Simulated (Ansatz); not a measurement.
**LiBe (Pm-3m): Grüneisen parameters**

Wanted: mode Grüneisen parameters of LiBe (Pm-3m).

Method: DFT PBEsol, scalar-relativistic, plane waves, PAW; PAW set soft_1, in Ansatz 0.2.0.

### 1. The starting structure

It takes space group Pm-3m (No. 221, cubic). The conventional cell has a = 2.802 Å, b = 2.802 Å, c = 2.802 Å, α = 90.00°, β = 90.00°, γ = 90.00°. Nearest to Li lie 8 Be at 2.43 Å. Be has 8 Li at 2.43 Å nearest. Farther neighbours are not listed.

### 2. The dispersion

The cell comes from relaxations at this level that are not shown. Stability and thermal properties need the whole zone. Linear response on a 4×4×4 q mesh gives force constants as far as a supercell of that size would.

input.yaml

```yaml
crystal:
  lattice:
    - [2.8019923598, 0.0, 0.0]
    - [0.0, 2.8019923598, 0.0]
    - [0.0, 0.0, 2.8019923598]
  atoms:
    - { symbol: Li, position: [0.0, 0.0, 0.0] }
    - { symbol: Be, position: [0.5, 0.5, 0.5] }
kpoints:
  mp_grid: { grid: [16, 16, 16] }
hamiltonian:
  xc: pbesol
  pseudopotentials: { kind: paw, azcp: { folder: soft_1 }, xc_functional: pbe }
scf:
  occupations: { method: methfessel_paxton, width: 0.2 }
output:
  eigenvalues: true
phonons:
  method: dfpt
  qmesh: [4, 4, 4]
  temperatures: { t_max: 1000, t_step: 50 }
  qpath:
    path:
      - [[0.0, 0.0, 0.0], [0.0, 0.5, 0.0], [0.5, 0.5, 0.0], [0.0, 0.0, 0.0], [0.5, 0.5, 0.5], [0.0, 0.5, 0.0]]
      - [[0.5, 0.5, 0.5], [0.5, 0.5, 0.0]]
    npoints: 10
```

Started as:

```sh
$ ansatz run input.yaml --threads 4 --pin off --max-ram 10240MiB --backend cpu --events-out ev --progress --plain --runs-dir out
```

Numbers of over 12 decimals in the logs are rounded to 6 here.

Log:

```text
Engine: ansatz 0.2.0, aarch64-unknown-linux-gnu
Pseudopotentials: kind: paw
Pseudopotential: Li, paw, valence charge 3, recommended cutoff 420 eV (normal), soft_1/Li.paw.azcp
Pseudopotential: Be, paw, valence charge 2, recommended cutoff 420 eV (normal), soft_1/Be.paw.azcp
Functional definition: PBEsol
  exchange = pbesol_x
  correlation = pbesol_c
Crystal: 2 atoms, lattice volume = 21.999 Å³
Basis set: ecut = 420 eV, 437 PW (Γ), exchange–correlation on 40×40×40 points (8 copies of the dense FFT grid, shifted against one another)
Bands: 7, of which v1, the nominal top of the filled ones, is band 3 counted from 1 (2 counted from 0)
Symmetry: 48 space group operations
k-points: 165 of 4096
Non-local potential: Li, projectors of the file, l = 0: 3, l = 1: 2, l = 2: 1
Non-local potential: Be, projectors of the file, l = 0: 2, l = 1: 2, l = 2: 1
PAW form: soft (Blöchl's): semilocal exchange-correlation on the pseudo side does not see the compensation charge
PAW frozen core: Be, regenerated for the run's functional, and the local potential with it (the file was generated under x = pbe(κ = 0.804, μ = 0.219515), c = pbe(β = 0.066725))
PAW one-centre angular grid: Li, 110 points (default); XC on 64 Gauss nodes
PAW one-centre angular grid: Be, 110 points (default); XC on 64 Gauss nodes
Initial density: superposition of atomic densities (chi_scale 0.1, normalization cell, long waves kept (reshape's long-wave potential 0.00 eV rms))
Initial wavefunctions: pseudopotential atomic-orbital guess
Functional: x = pbesol(κ = 0.804, μ = 0.123457), c = pbesol(β = 0.046)
SCF iter   1: F=—  HF=-292.635010 eV  |F-HF|=—  |Δ(HF+E_count)|=         —  Δρ=9.03e-3  dr2=1.70e-2  ethr=3.10e-3  ⟨swp⟩=5.3  Hψ=8856  notcnv=0
preconditioner: auto → none  [metal: Δε(μ)=0.104 eV  Ē_g=10.508 eV  σ=0.200 eV  W_gap=0.40  n_scr=0 (ndim 8)  ℏωp=13.7 eV  f_vac=0.000  D(μ)=0.32/eV (n_scr^D=0)]
SCF iter   2: F=—  HF=-292.608095 eV  |F-HF|=—  |Δ(HF+E_count)|=   2.69e-2  S|Δr|=    0.00e0  Δρ=4.13e-3  dr2=2.70e-3  ethr=3.39e-4  ⟨swp⟩=1.0  Hψ=2475  notcnv=0  defer=1
SCF iter   3: F=—  HF=-292.610431 eV  |F-HF|=—  |Δ(HF+E_count)|=   2.34e-3  S|Δr|=    0.00e0  Δρ=3.27e-4  dr2=1.30e-5  ethr=5.41e-5  ⟨swp⟩=2.0  Hψ=1507  notcnv=0  defer=2
SCF iter   4: F=—  HF=-292.610448 eV  |F-HF|=—  |Δ(HF+E_count)|=   1.70e-5  S|Δr|=    0.00e0  Δρ=2.71e-5  dr2=5.60e-8  ethr=2.60e-7  ⟨swp⟩=2.0  Hψ=1344  notcnv=0  defer=2
SCF iter   5: F=—  HF=-292.610448 eV  |F-HF|=—  |Δ(HF+E_count)|=   3.79e-7  S|Δr|=    0.00e0  Δρ=2.49e-6  dr2=5.39e-10  ethr=1.12e-9  ⟨swp⟩=2.7  Hψ=1479  notcnv=0  defer=2
SCF iter   6: F=-292.610448 eV  HF=-292.610448 eV  |F-HF|=1.19e-12  |Δ(HF+E_count)|=  9.32e-11  S|Δr|=    0.00e0  Δρ=1.18e-7  dr2=3.64e-12  ethr=1.00e-12  ⟨swp⟩=5.9  Hψ=3783  notcnv=0
the search or the solves at the SCF's close seem to have found levels that the self-consistency loop had missed (the run counts 1). By its estimate they hold under 1e-12 electrons; where the run keeps them, the occupations were computed again with them
SCF 1 converged in 6 iterations: F = -292.610448 eV  dr2 = 3.64e-12
  greatest PAW one-centre occupation: 1.000 electrons in one spin orbital (limit 2), on the Li atom at site 0 (counted from 0), in its partial waves of l = 0
phonons: the bands overlap, so this run is a metal and interpolates without the dipole-dipole term. If the crystal is really an insulator or semiconductor, its LO-TO splitting is missing
NSCF: frozen V_eff on 165 k-points
NSCF: frozen V_eff on 405 k-points
DFPT response loops at q = (0, 0, 0) (fractional): preconditioner auto → Kerker (q_TF=auto, 2.131 Å⁻¹) (partly filled bands, converged f_vac=0.000); β = 1.00, the filter's whole step (`scf.mixing.beta` (0.50) is not read by the response loops under this deck's `scf.mixing.preconditioner`; to damp them name `kerker` or `kerker_dos`, under which they read `scf.mixing.beta`, and type it under 1.00, their step now; both keys bind the ground state too); Broyden in place of MSR1
NSCF: frozen V_eff on 2592 k-points
DFPT response loops at q = (0, 0, 0.25) (fractional): mixed as the last ones told, above
NSCF: frozen V_eff on 1458 k-points
DFPT response loops at q = (0, 0, -0.5) (fractional): mixed as the last ones told, above
NSCF: frozen V_eff on 4608 k-points
DFPT response loops at q = (0, 0.25, 0.25) (fractional): mixed as the last ones told, above
NSCF: frozen V_eff on 2592 k-points
DFPT response loops at q = (0, 0.25, -0.5) (fractional): mixed as the last ones told, above
NSCF: frozen V_eff on 1458 k-points
DFPT response loops at q = (0, -0.5, -0.5) (fractional): mixed as the last ones told, above
NSCF: frozen V_eff on 4352 k-points
DFPT response loops at q = (0.25, 0.25, 0.25) (fractional): mixed as the last ones told, above
NSCF: frozen V_eff on 4608 k-points
DFPT response loops at q = (0.25, 0.25, -0.5) (fractional): mixed as the last ones told, above
NSCF: frozen V_eff on 2592 k-points
DFPT response loops at q = (0.25, -0.5, -0.5) (fractional): mixed as the last ones told, above
NSCF: frozen V_eff on 810 k-points
DFPT response loops at q = (-0.5, -0.5, -0.5) (fractional): mixed as the last ones told, above
SCF converged after 6 iterations
Stability not checked: this state was not tested for a lower state beside it, because cold or Methfessel-Paxton smearing, or corrected tetrahedra, fill the levels in a way that the test cannot read (fill_not_monotonic; see scf.lower_state_search)
Free energy (F): -292.610448 eV
Harris-Foulkes:  -292.610448 eV  (|F-HF|=1.19e-12)
Internal energy: -292.612762 eV  (E = F + TS)
E sigma→0 (E₀):  -292.611026 eV
Entropy (-TS):   0.002314 eV (1.157 meV/atom)
Fermi energy:    3.680903 eV
--- Per-component energies (eV) ---
  E_band       = -77.315521
  E_kinetic    = 34.993642
  E_local      = -123.321884  (includes V_loc(G=0)·N_el)
  E_nonlocal   = -14.967083
  E_hartree    = 37.339552
  E_xc         = -27.803688
  E_vxc        = -30.599380  (∫ρ·V_xc dr)
  E_paw        = -79.358805  (= ΣΔE_a)
  E_vpaw       = -18.100159  (= ΣTr[D̂ρ^β])
  E_aug_tail   = 0.000249  (compensation charges beyond the density's cutoff)
  E_ewald      = -119.504276
  E_core_change = 0.009531  (= ΣΔE_core)
  E_smearing   = 0.002314  (= −TS)
  E_closure    = -0.000000  (closes the sum)
  Σ components = -292.610448   (vs F -292.610448, Δ=0.00e0)
--- Band table (eV; the first three rows and the last of 165) ---
  k-point 0: bands = ["-40.3545", "-2.8311", "9.8987", "9.8987", "9.8987", "14.4339", "14.4339"]
  k-point 1: bands = ["-40.3537", "-2.7812", "9.2511", "9.9632", "9.9632", "14.5078", "15.1796"]
  k-point 2: bands = ["-40.3514", "-2.6313", "7.9412", "10.1556", "10.1556", "14.7292", "16.7466"]
  k-point 164: bands = ["-40.2944", "6.1080", "6.1080", "6.1080", "8.6632", "8.6632", "8.6632"]
--- Phonons (Γ-DFPT): 2 representative perturbations + reference (Σ response iterations 6) ---
  ASR residual: 6.996e-6 → 0.000e0 eV/Å²; symmetrization residual: 2.120e-7 eV/Å²
  ASR residual per site (eV/Å²): 7.00e-6 5.98e-7
  Γ frequencies (cm⁻¹): 0.00 0.00 0.00 560.32 560.32 560.32
--- Phonons (arbitrary-q DFPT): 10 irreducible q on the 4×4×4 mesh ---
  q = [0.0000, 0.0000, 0.0000] (star 1, of the zone-centre solve; hermiticity 9.37e-8, symmetrization 6.51e-13): -0.00 -0.00 -0.00 560.32 560.32 560.32
  q = [0.0000, 0.0000, 0.2500] (star 6, 4 solved perturbations in 4032 linear systems a pass and spin channel, the states on 1296 of 4096 k-point pairs; hermiticity 8.95e-8, symmetrization 8.72e-14): 174.48 229.25 229.25 489.35 523.95 523.95
  q = [0.0000, 0.0000, -0.5000] (star 3, 4 solved perturbations in 2268 linear systems a pass and spin channel, the states on 729 of 4096 k-point pairs; hermiticity 5.43e-9, symmetrization 2.70e-9): 159.35 394.64 394.64 431.69 431.69 447.15
  q = [0.0000, 0.2500, 0.2500] (star 12, 4 solved perturbations in 7056 linear systems a pass and spin channel, the states on 2304 of 4096 k-point pairs; hermiticity 6.44e-8, symmetrization 3.57e-15): -19.37 276.88 299.61 438.29 490.88 530.29
  q = [0.0000, 0.2500, -0.5000] (star 12, 6 solved perturbations on 1296 of 4096 k-point pairs; hermiticity 1.72e-8, symmetrization 4.24e-9): -2.68 171.89 406.94 412.02 493.66 519.38
  q = [0.0000, -0.5000, -0.5000] (star 3, 4 solved perturbations in 2268 linear systems a pass and spin channel, the states on 729 of 4096 k-point pairs; hermiticity 2.00e-8, symmetrization 2.73e-12): -91.56 -91.56 408.71 432.78 543.97 543.97
  q = [0.2500, 0.2500, 0.2500] (star 8, 2 solved perturbations on 2176 of 4096 k-point pairs; hermiticity 4.65e-8, symmetrization 1.81e-13): 210.19 210.19 257.17 449.75 508.19 508.19
  q = [0.2500, 0.2500, -0.5000] (star 12, 4 solved perturbations in 7056 linear systems a pass and spin channel, the states on 2304 of 4096 k-point pairs; hermiticity 1.19e-8, symmetrization 2.20e-9): 124.01 226.98 300.96 463.96 478.68 528.98
  q = [0.2500, -0.5000, -0.5000] (star 6, 4 solved perturbations in 4032 linear systems a pass and spin channel, the states on 1296 of 4096 k-point pairs; hermiticity 1.53e-8, symmetrization 6.33e-11): 179.39 179.39 320.79 448.11 527.23 527.23
  q = [-0.5000, -0.5000, -0.5000] (star 1, 2 solved perturbations on 405 of 4096 k-point pairs; hermiticity 1.02e-11, symmetrization 5.11e-12): 285.79 285.79 285.79 503.33 503.33 503.33
  sum rule: each row above includes the acoustic sum rule's correction from the zone centre's row sums; it moved no ω² by more than (0.52 cm⁻¹)²
  mesh force constants: q→R imaginary residual 2.76e-18; ASR residual 6.996e-6 → 0.000e0 eV/Å²; symmetrization residual 4.441e-15 eV/Å²
  interpolated dispersion: 62 rows × 6 modes
  density of states and harmonic sums: on the 24×24×24 q-mesh, interpolated from the force constants of a 4×4×4 supercell (no non-analytic term)
  largest difference from the sums on the solved wave vectors: F 8.22e-2 eV, S 1.13e-4 and C_V 3.12e-5 eV/K
  zero-point energy: 0.130483 eV/cell   skipped modes (ω ≤ 0): 89, of them read as no rigid motion or as one in doubt: 86 (1.610e-1 modes/cell left out, lowest -91.56 cm⁻¹)   left out of the sums: 2.69e-2 of the cell's modes: C_V's classical limit lies that fraction below 3 k_B per atom; for a crystal, a wire or a layer, F and S can be off by more, and a phonons.interpolated_qmesh denser along its periods is the remedy for the sampling
```

The job ended after 77 s (4 threads of Arm Neoverse V1, shared host; peak memory 1 GiB; 4.9 min of CPU time).

Numbers from this step:

```yaml
volume_per_atom: 11.00 Å³
gap_on_the_k_mesh: 0 eV
sum_rule_residual_before_enforcement: 7.00e-6 eV/Å²
lowest_frequency_on_the_path: -91.56 cm⁻¹
point_group: m-3m
highest_frequency_on_the_path_or_at_a_solved_wavevector: 560.3 cm⁻¹
highest_optical_mode_at_the_zone_centre_no_lo_to_term: 560.3 cm⁻¹
lowest_optical_zone_centre_mode: 560.3 cm⁻¹
lowest_mode_on_the_q_mesh_acoustic_modes_at_gamma_apart: -91.56 cm⁻¹
```

Frequencies (cm⁻¹) solved at each irreducible wavevector; negative means imaginary. Frequencies by wavevector, by row:

| q in reciprocal lattice units | star | mode 1 | mode 2 | mode 3 | mode 4 | mode 5 | mode 6 |
| --- | --- | --- | --- | --- | --- | --- | --- |
| 0 0 0 | 1 | 0 | 0 | 0 | 560.3 | 560.3 | 560.3 |
| 0 0 0.25 | 6 | 174.5 | 229.2 | 229.2 | 489.4 | 524 | 524 |
| 0 0 -0.5 | 3 | 159.3 | 394.6 | 394.6 | 431.7 | 431.7 | 447.1 |
| 0 0.25 0.25 | 12 | -19.4 | 276.9 | 299.6 | 438.3 | 490.9 | 530.3 |
| 0 0.25 -0.5 | 12 | -2.7 | 171.9 | 406.9 | 412 | 493.7 | 519.4 |
| 0 -0.5 -0.5 | 3 | -91.6 | -91.6 | 408.7 | 432.8 | 544 | 544 |
| 0.25 0.25 0.25 | 8 | 210.2 | 210.2 | 257.2 | 449.8 | 508.2 | 508.2 |
| 0.25 0.25 -0.5 | 12 | 124 | 227 | 301 | 464 | 478.7 | 529 |
| 0.25 -0.5 -0.5 | 6 | 179.4 | 179.4 | 320.8 | 448.1 | 527.2 | 527.2 |
| -0.5 -0.5 -0.5 | 1 | 285.8 | 285.8 | 285.8 | 503.3 | 503.3 | 503.3 |

Symmetry leaves 10 wavevectors to solve. The lowest mode among them, the acoustic zeros apart, lies at q = (0, -0.5, -0.5) and is imaginary, 91.6i cm⁻¹, so the energy falls along it.

### 3. Relaxing at another volume, volume ratio 0.97

The volume is scaled by 0.97 and held; symmetry leaves nothing to relax, so this is a single point. The modes can then be followed against volume.

input.yaml, the sections that differ from step 2:

```yaml
crystal:
  lattice:
    - [2.7736874714, 0.0, 0.0]
    - [0.0, 2.7736874714, 0.0]
    - [0.0, 0.0, 2.7736874714]
  atoms:
    - { symbol: Li, position: [0.0, 0.0, 0.0] }
    - { symbol: Be, position: [0.5, 0.5, 0.5] }
output:
  forces: true
  stress: true
  eigenvalues: true
  write_density: true
  write_potential: true
  elf: true
  volumetric_format: npy
# kpoints, hamiltonian, scf: as in step 2
# phonons: removed
```

Log:

```text
[...]
Crystal: 2 atoms, lattice volume = 21.339 Å³
Basis set: ecut = 420 eV, 437 PW (Γ), exchange–correlation on 40×40×40 points (8 copies of the dense FFT grid, shifted against one another)
Bands: 7, of which v1, the nominal top of the filled ones, is band 3 counted from 1 (2 counted from 0)
Symmetry: 48 space group operations
[...]
k-points: 165 of 4096
[...]
Internal energy: -292.609420 eV  (E = F + TS)
E sigma→0 (E₀):  -292.607770 eV
Entropy (-TS):   0.002201 eV (1.100 meV/atom)
Fermi energy:    3.852235 eV
[...]
--- Stress (GPa, compression-positive) ---
        1.604992      -0.000000       0.000000
        0.000000       1.604992       0.000000
        0.000000       0.000000       1.604992
  P = ⅓ Tr σ = 1.6050 GPa (16.050 kbar)
--- Band table (eV; the first three rows and the last of 165) ---
[...]
[key lines of the parts left out:]
SCF converged after 5 iterations
Free energy (F): -292.607219 eV
```

Run time: 0.75 s. Hardware: 4 threads; peak memory 0.3 GiB.

Numbers from this step:

| Property | Result |
| --- | --- |
| pressure | 1.605 GPa |
| volume per atom | 10.67 Å³ |

Electrostatic potential energy in the ac plane at fractional y = 0.000, with atoms of Li within 0.2 Å of it. With pseudopotentials it is smooth inside the atoms' cores, unlike the true potential.

Ten even steps from '_' (-31 eV) to '@' (6 eV):
```
____::**%%@@@@@@@@@@%%**::__
..::==##@@@@@@@@@@@@@@##==::
++**##%%@@@@@@@@@@@@@@%%##**
%%%%@@@@@@@@@@@@@@@@@@@@@@%%
@@@@@@@@@@@@@@@@@@@@@@@@@@@@
@@@@@@@@@@@@@@@@@@@@@@@@@@@@
@@@@@@@@@@@@@@@@@@@@@@@@@@@@
@@@@@@@@@@@@@@@@@@@@@@@@@@@@
@@@@@@@@@@@@@@@@@@@@@@@@@@@@
%%%%@@@@@@@@@@@@@@@@@@@@@@%%
++**##%%@@@@@@@@@@@@@@%%##**
..::==##@@@@@@@@@@@@@@##==::
____::**%%@@@@@@@@@@%%**::__
____..++%%@@@@@@@@@@%%++..__
```
Columns run along a (2.8 Å; values clipped at the 3rd and 97th percentile), rows up along c (2.8 Å). Atoms in or near the plane, at fractional coordinates: Li at (0.00, 0.00).

ELF in the ac plane at fractional y = 0.000, with atoms of Li within 0.2 Å of it. It is the smooth field of the valence electrons, not physical close to the nuclei.

Ten even steps from '_' (0.04) to '@' (0.96):
```
@@@@--____..--==--..____--@@
++--______::==++==::______--
________..==++**++==..______
______..==++******++==..____
....::==++**######**++==::..
----==++**##########**++==--
====++****##########****++==
----==++**##########**++==--
....::==++**######**++==::..
______..==++******++==..____
________..==++**++==..______
++--______::==++==::______--
@@@@--____..--==--..____--@@
@@@@++____..--==--..____++@@
```
Columns run along a (2.8 Å), rows up along c (2.8 Å). Atoms in or near the plane, at fractional coordinates: Li at (0.00, 0.00).

Valence density in the ac plane at fractional y = 0.000, with atoms of Li within 0.2 Å of it. It is the smooth field of the valence electrons, not physical close to the nuclei.

Ten steps, logarithmic in the rise over the least value, from '0' (0.1 e/Å³) to '9' (9.9 e/Å³):
```
98610000000168
76300000000036
21000000000001
00000000000000
00000001000000
00000011100000
00000111110000
00000011100000
00000001000000
00000000000000
21000000000001
76300000000036
98610000000168
99720000000279
```
Columns run along a (2.8 Å), rows up along c (2.8 Å). Atoms in or near the plane, at fractional coordinates: Li at (0.00, 0.00).

### 4. Phonons at the other volume, volume ratio 0.97

The phonons are repeated at this volume on the same k and q meshes.

input.yaml, the sections that differ from step 3:

```yaml
output:
  eigenvalues: true
phonons:
  method: dfpt
  qmesh: [4, 4, 4]
  temperatures: { t_max: 1000, t_step: 50 }
  qpath:
    path:
      - [[0.0, 0.0, 0.0], [0.0, 0.5, 0.0], [0.5, 0.5, 0.0], [0.0, 0.0, 0.0], [0.5, 0.5, 0.5], [0.0, 0.5, 0.0]]
      - [[0.5, 0.5, 0.5], [0.5, 0.5, 0.0]]
    npoints: 10
# crystal, kpoints, hamiltonian, scf: as in step 3
```

Log:

```text
[...]
Crystal: 2 atoms, lattice volume = 21.339 Å³
Basis set: ecut = 420 eV, 437 PW (Γ), exchange–correlation on 40×40×40 points (8 copies of the dense FFT grid, shifted against one another)
Bands: 7, of which v1, the nominal top of the filled ones, is band 3 counted from 1 (2 counted from 0)
Symmetry: 48 space group operations
k-points: 165 of 4096
[...]
SCF iter   1: F=—  HF=-292.631840 eV  |F-HF|=—  |Δ(HF+E_count)|=         —  Δρ=8.76e-3  dr2=1.42e-2  ethr=3.10e-3  ⟨swp⟩=5.4  Hψ=8824  notcnv=0
[...]
SCF iter   6: F=-292.607219 eV  HF=-292.607219 eV  |F-HF|=1.36e-12  |Δ(HF+E_count)|=  3.60e-11  S|Δr|=    0.00e0  Δρ=1.41e-7  dr2=5.28e-12  ethr=1.00e-12  ⟨swp⟩=4.8  Hψ=4435  notcnv=0
SCF 1 converged in 6 iterations: F = -292.607219 eV  dr2 = 5.28e-12
[...]
NSCF: frozen V_eff on 165 k-points
[...]
SCF converged after 6 iterations
[...]
Free energy (F): -292.607219 eV
[...]
Internal energy: -292.609420 eV  (E = F + TS)
E sigma→0 (E₀):  -292.607770 eV
Entropy (-TS):   0.002201 eV (1.100 meV/atom)
Fermi energy:    3.852236 eV
[...]
--- Band table (eV; the first three rows and the last of 165) ---
[...]
ASR residual: 3.084e-6 → 0.000e0 eV/Å²; symmetrization residual: 2.142e-7 eV/Å²
  ASR residual per site (eV/Å²): 1.71e-6 3.08e-6
  Γ frequencies (cm⁻¹): 0.00 0.00 0.00 578.15 578.15 578.15
--- Phonons (arbitrary-q DFPT): 10 irreducible q on the 4×4×4 mesh ---
[...]
interpolated dispersion: 62 rows × 6 modes
[...]
```

Run time: 76 s. Hardware: 4 threads; peak memory 1 GiB.

This step gave:

| Property | Result |
| --- | --- |
| sum-rule residual before enforcement | 3.08e-6 eV/Å² |
| lowest frequency on the path | -76.65 cm⁻¹ |
| highest frequency on the path or at a solved wavevector | 578.1 cm⁻¹ |
| highest optical mode at the zone centre (no LO-TO term) | 578.1 cm⁻¹ |
| lowest optical zone-centre mode | 578.1 cm⁻¹ |
| lowest mode on the q mesh (acoustic modes at Γ apart) | -76.65 cm⁻¹ |

Frequencies (cm⁻¹) solved at each irreducible wavevector; negative means imaginary. Frequencies by wavevector, by row:

| q in reciprocal lattice units | star | mode 1 | mode 2 | mode 3 | mode 4 | mode 5 | mode 6 |
| --- | --- | --- | --- | --- | --- | --- | --- |
| 0 0 0 | 1 | 0 | 0 | 0 | 578.1 | 578.1 | 578.1 |
| 0 0 0.25 | 6 | 185 | 234.5 | 234.5 | 505 | 540.1 | 540.1 |
| 0 0 -0.5 | 3 | 180.8 | 405.2 | 405.2 | 444.2 | 444.2 | 461.8 |
| 0 0.25 0.25 | 12 | 24.5 | 288.4 | 306 | 451.8 | 505.3 | 548.1 |
| 0 0.25 -0.5 | 12 | 55.7 | 178.8 | 416.4 | 423.2 | 511 | 537.4 |
| 0 -0.5 -0.5 | 3 | -76.7 | -76.7 | 419 | 442.1 | 564.1 | 564.1 |
| 0.25 0.25 0.25 | 8 | 219.9 | 219.9 | 264.9 | 464.4 | 524.9 | 524.9 |
| 0.25 0.25 -0.5 | 12 | 140 | 233.9 | 314.3 | 478.4 | 495.3 | 547.4 |
| 0.25 -0.5 -0.5 | 6 | 195.8 | 195.8 | 333.1 | 461.5 | 546.1 | 546.1 |
| -0.5 -0.5 -0.5 | 1 | 304.7 | 304.7 | 304.7 | 520 | 520 | 520 |

The highest optical mode at the zone centre (no LO-TO term) is 578.1 cm⁻¹, +17.8 cm⁻¹ against the base run.

(Part 1 of 2 ends here.)

[Logs are printed without paths, hosts, clocks, repeated set-up lines and the standing remarks that a program may print on its own settings, such as how far it seeks lower states.]

[Hosts, paths, dates, database ids (printed as entryN), source tags and the programs' standing remarks are cut or masked in the printed files.]
